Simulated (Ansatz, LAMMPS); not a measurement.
# Gap against volume in glassy Na2Si4O9 (90 atoms)

Density of this cell: 2.34 g/cm³. The cell holds 90 atoms: 12 Na, 54 O and 24 Si. Cell: a = 11.025 Å, b = 10.428 Å, c = 11.258 Å, α = 90.4°, β = 89.2°, γ = 84.7°. The starting structure: 90 atoms (12 Na, 54 O, 24 Si) placed at random at 2.38 g/cm³, melted at 4500 K for 20 ps at fixed volume with the Morse and Coulomb pair potential with partial charges (Pedone, Malavasi, Menziani, Cormack and Segre, J. Phys. Chem. B 110, 11780 (2006)). Quenched from 4500 K to 300 K at 10 K/ps and fixed volume, held 5 ps.

Calculated with Ansatz 0.2.0: Kohn-Sham DFT, PBE, PAW (set soft_2), plane waves; cutoff 420 eV, Γ point, fermi-dirac smearing of 0.025 eV. The relaxed cell was scaled evenly and the atoms were relaxed at each volume. The gap is that between the highest filled and the lowest empty Kohn-Sham level on the run's k-points.

| volume (Å³/atom) | gap (eV) |
| --- | --- |
| 12.888 | 3.673 |
| 13.460 | ? |
| 13.890 | 3.602 |
| 14.320 | 3.548 |
| 14.749 | 3.495 |
| 15.179 | 3.441 |

Task: Fit a straight line in ln V to the rows given and interpolate to the withheld row.

Worked fit:

A volume deformation potential makes the spacing linear in u = ln(V/V0), with V0 = 14.320 Å³ the relaxed volume; v is the spacing.

| u = ln(V/V0) | v (eV) |
| --- | --- |
| -0.105360 | 3.6726 |
| -0.0304595 | 3.6022 |
| 0 | 3.5484 |
| 0.0295581 | 3.4948 |
| 0.0582680 | 3.4406 |

With n = 5: mean u = -0.00959872, mean v = 3.55172, Σ(u − ū)² = 0.015837, Σ(u − ū)(v − v̄) = -0.022431. Slope b = -0.022431 / 0.015837 = -1.4164; intercept a = v̄ − b ū = 3.5381.

At the withheld volume u = -0.06188, and v = a + b u.

Prediction at 13.460: 3.626 eV. The run gave 3.644 eV, so the fit is low by 0.019 eV (0.51 % of the value).

The slope, -1.42 eV, says that the spacing narrows on expansion. Among the rows given, the largest miss of the fit is at 13.890, by 0.021 eV (9.0 % of the range of the table).

Limits: The table spans 16 % in volume, wide for a linear law. Semilocal functionals tend to put gaps under measured ones. Only the Γ point is sampled. Atoms move by up to 0.6 Å in these relaxations, so the structure changes along the series. Defect or tail levels can set the spacing of a disordered cell.

[Hosts, paths, dates, database ids (printed as entryN), source tags and the programs' standing remarks are cut or masked in the printed files.]
